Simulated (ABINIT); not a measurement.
## A GW chain in ABINIT: CdS (Greenockite)

Aim: the G0W0 gap of CdS (Greenockite) on PBE, step by step.

Calculated with ABINIT 10.8.3; PBE and many-body steps on it, plane waves.

### Step 1. The starting structure

It takes space group P6_3mc (No. 186, hexagonal). Conventional cell: a = 4.137 Å, b = 4.137 Å, c = 6.714 Å, α = 90.00°, β = 90.00°, γ = 120.00°. Cd has 4 S at 2.52 to 2.53 Å nearest. Nearest to S lie 4 Cd at 2.52 to 2.53 Å. Farther neighbours and most contacts between anions are not listed.

The cell and positions come from the Crystallography Open Database and are kept as given unless a step says otherwise.

### Step 2. Ground state

This step: ABINIT 10.8.3; DFT, PBE, plane waves, norm-conserving pseudopotentials.

The ground-state density comes first.

The input, run.abi:

```
acell 3*1.0 Angstrom
rprim 
  4.137000000025 -0.000000000006 0.000000000000
  -2.068500000008 3.582747095481 0.000000000000
  0.000000000000 0.000000000000 6.714400000000
ntypat 2
znucl 48 16
natom 4
typat 1 1 2 2
xred 
  0.666666666667 0.333333333333 0.000000000000
  0.333333333333 0.666666666667 0.500000000000
  0.666666666667 0.333333333333 0.375000000000
  0.333333333333 0.666666666667 0.875000000000
pp_dirpath "pseudos"
pseudos "Cd.upf, S.upf"
ecut 47
ngkpt 3 3 4
nshiftk 1
shiftk 0 0 0
kptopt 1
chksymbreak 0
nband 32
occopt 1
tolvrs 1e-08
nstep 60
prtwf 0
optforces 0
optstress 0
indata_prefix "in"
outdata_prefix "out"
tmpdata_prefix "tmp"
```

Command:

```bash
$ OMP_NUM_THREADS=1 mpirun -n 4 abinit run.abi > log
```

Numbers of over 12 decimals in the logs are rounded to 6 here.

The log of the run:

```text
.Version 10.8.3 of ABINIT. v10.8.2 released Aug 2026.

 Symmetries : space group P6_3 m c (#186); Bravais hP (primitive hexag.)
================================================================================
 Values of the parameters that define the memory need of the present run
     intxc =       0    ionmov =       0      iscf =       7    lmnmax =       6
     lnmax =       6     mgfft =      80  mpssoang =       3    mqgrid =    3916
     natom =       4  nloc_mem =       1    nspden =       1   nspinor =       1
    nsppol =       1      nsym =      12    n1xccc =    2501    ntypat =       2
    occopt =       1   xclevel =       2
-    mband =          32        mffmem =           1         mkmem =           3
       mpw =       10374          nfft =      200000          nkpt =           9
================================================================================
  Rough estimation (10% accuracy) of disk space for files :
================================================================================

--------------------------------------------------------------------------------
------------- Echo of variables that govern the present computation ------------
--------------------------------------------------------------------------------
 -outvars: echo values of preprocessed input variables --------
            acell      1.8897261259E+00  1.8897261259E+00  1.8897261259E+00 Bohr

      chksymbreak           0
             ecut      4.70000000E+01 Hartree
-          fftalg         312

              ixc     -101130
              kpt      0.00000000E+00  0.00000000E+00  0.00000000E+00
                       3.33333333E-01  0.00000000E+00  0.00000000E+00
                       3.33333333E-01  3.33333333E-01  0.00000000E+00
                       0.00000000E+00  0.00000000E+00  2.50000000E-01
                       3.33333333E-01  0.00000000E+00  2.50000000E-01
                       3.33333333E-01  3.33333333E-01  2.50000000E-01
                       0.00000000E+00  0.00000000E+00  5.00000000E-01
                       3.33333333E-01  0.00000000E+00  5.00000000E-01
                       3.33333333E-01  3.33333333E-01  5.00000000E-01
         kptrlatt        3    0    0      0    3    0      0    0    4
          kptrlen      2.34533909E+01
P           mkmem           3
            natom           4
            nband          32
            ngfft          50      50      80
             nkpt           9
            nstep          60
             nsym          12
           ntypat           2
              occ      2.000000  2.000000  2.000000  2.000000  2.000000  2.000000
                       2.000000  2.000000  2.000000  2.000000  2.000000  2.000000
                       2.000000  2.000000  2.000000  2.000000  2.000000  2.000000
                       2.000000  2.000000  2.000000  2.000000  2.000000  2.000000
                       2.000000  2.000000  0.000000  0.000000  0.000000  0.000000
                       0.000000  0.000000
        optforces           0
        optstress           0
            prtwf           0
            rprim      4.1370000000E+00 -6.0000000000E-12  0.0000000000E+00
                      -2.0685000000E+00  3.5827470955E+00  0.0000000000E+00
                       0.0000000000E+00  0.0000000000E+00  6.7144000000E+00
          spgroup         186

           tolvrs      1.00000000E-08

             xred      6.6666666667E-01  3.3333333333E-01  0.0000000000E+00
[...]
znucl       48.00000   16.00000

================================================================================

 chkinp: Checking input parameters for consistency.

================================================================================
== DATASET  1 ==================================================================
-   mpi_nproc: 4, omp_nthreads: 1 (-1 if OMP is not activated)

--- !DatasetInfo
iteration_state: {dtset: 1, }
dimensions: {natom: 4, nkpt: 9, mband: 32, nsppol: 1, nspinor: 1, nspden: 1, mpw: 10374, }
cutoff_energies: {ecut:  47.0, pawecutdg:  -1.0, }
electrons: {nelect:   5.20000000E+01, charge:   0.00000000E+00, occopt:   1.00000000E+00, tsmear:   1.00000000E-02, }

 Real(R)+Recip(G) space primitive vectors, cartesian coordinates (Bohr,Bohr^-1):
 R(1)=  7.8177970  0.0000000  0.0000000  G(1)=  0.1279133  0.0738508  0.0000000
 R(2)= -3.9088985  6.7704108  0.0000000  G(2)=  0.0000000  0.1477015  0.0000000
 R(3)=  0.0000000  0.0000000 12.6883771  G(3)=  0.0000000  0.0000000  0.0788123
 Unit cell volume ucvol=  6.7159196E+02 bohr^3
 Angles (23,13,12)=  9.00000000E+01  9.00000000E+01  1.20000000E+02 degrees

 getcut: wavevector=  0.0000  0.0000  0.0000  ngfft=  50  50  80
         ecut(hartree)=     47.000   => boxcut(ratio)=   2.04301

--- Pseudopotential description ------------------------------------------------
- Cd Generated using ONCVPSP code by D. R. Hamann
- 48.00000  20.00000  171031                  znucl, zion, pspdat
12 -101130 2 -1 1368                          pspcod,pspxc,lmax,lloc,mmax
     nproj     2     2     2
  pspatm : epsatm=   23.16453630
         --- l  ekb(1:nproj) -->
[...]
pspatm: atomic psp has been read  and splines computed

- S Generated using ONCVPSP code by D. R. Hamann
- 16.00000   6.00000  171031                  znucl, zion, pspdat
12 -101130 2 -1 1146                          pspcod,pspxc,lmax,lloc,mmax
     nproj     2     2     2
  pspatm : epsatm=    9.01821529
         --- l  ekb(1:nproj) -->
[...]
pspatm: atomic psp has been read  and splines computed

   3.34700617E+03                                ecore*ucvol(ha*bohr**3)
--------------------------------------------------------------------------------

_setup2: Arith. and geom. avg. npw (full set) are   10335.861   10335.834

================================================================================

--- !BeginCycle
iteration_state: {dtset: 1, }
solver: {iscf: 7, nstep: 60, nline: 4, wfoptalg: 0, }
tolerances: {tolvrs: 1.00E-08, }

     iter   Etot(hartree)      deltaE(h)  residm     vres2
 ETOT  1  -367.19799258597    -3.672E+02 1.953E+00 1.409E+04
 ETOT  2  -369.80851661036    -2.611E+00 6.762E-02 2.293E+04
 ETOT  3  -372.46323085201    -2.655E+00 1.941E-02 3.045E+03
 ETOT  4  -372.70050882150    -2.373E-01 3.199E-02 1.102E+03
 ETOT  5  -372.81012524264    -1.096E-01 4.070E-02 1.635E+02
 ETOT  6  -372.82991111300    -1.979E-02 6.591E-03 4.015E-01
 ETOT  7  -372.82960327128     3.078E-04 1.171E-03 3.381E+00
 ETOT  8  -372.83003215256    -4.289E-04 1.643E-03 4.482E-02
 ETOT  9  -372.83003457667    -2.424E-06 4.348E-04 2.807E-02
 ETOT 10  -372.83003832963    -3.753E-06 3.601E-04 3.297E-05
 ETOT 11  -372.83003833812    -8.499E-09 1.437E-04 5.941E-07
 ETOT 12  -372.83003833824    -1.200E-10 9.242E-05 4.755E-08
 ETOT 13  -372.83003833824     4.377E-12 5.838E-05 3.506E-09

 At SCF step   13       vres2   =  3.51E-09 < tolvrs=  1.00E-08 =>converged.

--- !ResultsGS
iteration_state: {dtset: 1, }
comment   : Summary of ground state results
lattice_vectors:
- [  7.8177970,  -0.0000000,   0.0000000, ]
- [ -3.9088985,   6.7704108,   0.0000000, ]
- [  0.0000000,   0.0000000,  12.6883771, ]
lattice_lengths: [   7.81780,    7.81780,   12.68838, ]
lattice_angles: [ 90.000,  90.000, 120.000, ] # degrees, (23, 13, 12)
lattice_volume:   6.7159196E+02
convergence: {deltae:  4.377E-12, res2:  3.506E-09, residm:  5.838E-05, diffor:  0.000E+00, }
etotal    :  -3.72830038E+02
entropy   :   0.00000000E+00
fermie    :   1.60565230E-01
cartesian_stress_tensor: null
pressure_GPa: null
xred      :
- [  6.6667E-01,   3.3333E-01,   0.0000E+00, Cd]
- [  3.3333E-01,   6.6667E-01,   5.0000E-01, Cd]
- [  6.6667E-01,   3.3333E-01,   3.7500E-01,  S]
- [  3.3333E-01,   6.6667E-01,   8.7500E-01,  S]
cartesian_forces: null
force_length_stats: {min: null, max: null, mean: null, }

 Integrated electronic density in atomic spheres:
 ------------------------------------------------
 Atom  Sphere_radius  Integrated_density
[...]
4        2.00000          3.92166339
================================================================================

 ----iterations are completed or convergence reached----

 Mean square residual over all n,k,spin=   63.677E-08; max=  58.384E-06
 reduced coordinates (array xred) for    4 atoms
       0.666666666667      0.333333333333      0.000000000000
       0.333333333333      0.666666666667      0.500000000000
       0.666666666667      0.333333333333      0.375000000000
       0.333333333333      0.666666666667      0.875000000000
 rms dE/dt=  0.0000E+00; max dE/dt=  0.0000E+00; dE/dt below (all hartree)
    1       0.000000000000      0.000000000000      0.000000000000
    2       0.000000000000      0.000000000000      0.000000000000
    3       0.000000000000      0.000000000000      0.000000000000
    4       0.000000000000      0.000000000000      0.000000000000

 cartesian coordinates (angstrom) at end:
    1      2.068500     1.194249     0.000000
    2      3e-12     2.388498     3.357200
    3      2.068500     1.194249     2.517900
    4      3e-12     2.388498     5.875100
 length scales=  1.889726125908  1.889726125908  1.889726125908 bohr
              =  1.000000000000  1.000000000000  1.000000000000 angstroms
 prteigrs : about to open file out_EIG
 Fermi (or HOMO) energy (hartree) =   0.16057   Average Vxc (hartree)=  -0.34259
 Eigenvalues (hartree) for nkpt=   9  k points:
 kpt#   1, nband= 32, wtk=  0.02778, kpt=  0.0000  0.0000  0.0000 (reduced coord)
  -3.56532   -3.56532   -2.13456   -2.13454   -2.13443   -2.13443   -2.13443   -2.13443
  -0.29322   -0.27715   -0.12388   -0.12293   -0.12293   -0.11972   -0.11972   -0.10812
  -0.10812   -0.10475   -0.10475   -0.09209   -0.00119    0.13221    0.13221    0.15866
   0.16057    0.16057    0.20460    0.26256    0.39705    0.39705    0.40922    0.43793
 prteigrs : prtvol=0 or 1, do not print more k-points.

--- !EnergyTerms
iteration_state     : {dtset: 1, }
comment             : Components of total free energy in Hartree
kinetic             :  1.30825456377855E+02
hartree             :  1.30688402895007E+02
xc                  : -5.48549440984619E+01
Ewald energy        : -1.98435159911346E+02
psp_core            :  4.98369007657193E+00
local_psp           : -3.97528008349814E+02
non_local_psp       :  1.14905246719468E+01
total_energy        : -3.72830038338240E+02
total_energy_eV     : -1.01452221773257E+04
band_energy         : -4.21538920729171E+01

== END DATASET(S) ==============================================================
================================================================================

 -outvars: echo values of variables after computation  --------
           etotal     -3.7283003834E+02
            nband          32
             nkpt           9
          spgroup         186
 [... the other variables as echoed above ...]

 Calculation completed.
```

The job ended after 53 s (4 MPI ranks of Arm Neoverse V1, shared host; peak memory 0.46 GiB).

Numbers from this step:

- total energy: -10145.2222 eV
- gap: 1.198 eV
- k of the valence top: 0, 0, 0
- k of the conduction bottom: 0, 0, 0
- least direct gap: 1.198 eV

The gap is direct, at Γ.

(Continued in part 2 of 3.)

[Paths, hosts, dates, memory and timing lines, banners, echoed tables and standing remarks are left out of the program output.]

[Logs are printed without paths, hosts, clocks, repeated set-up lines and the standing remarks that a program may print on its own settings, such as how far it seeks lower states.]

[Runs of the session that timed out or met a known fault of the program may be left out.]

[No measured gap is set beside runs whose start may be inverted or whose files or cutoffs have a known fault.]

[Hosts, paths, dates, database ids (printed as entryN), source tags and the programs' standing remarks are cut or masked in the printed files.]

[G0W0 gaps are taken among the corrected bands and points alone; a level outside them can change the order at an edge.]

[Where Ansatz stands beside ABINIT at settings called matched, ABINIT's density can come from a denser mesh and the files from another edition; pairs whose starting gaps differed by over 0.03 eV were left out, so agreement reads better than it is.]
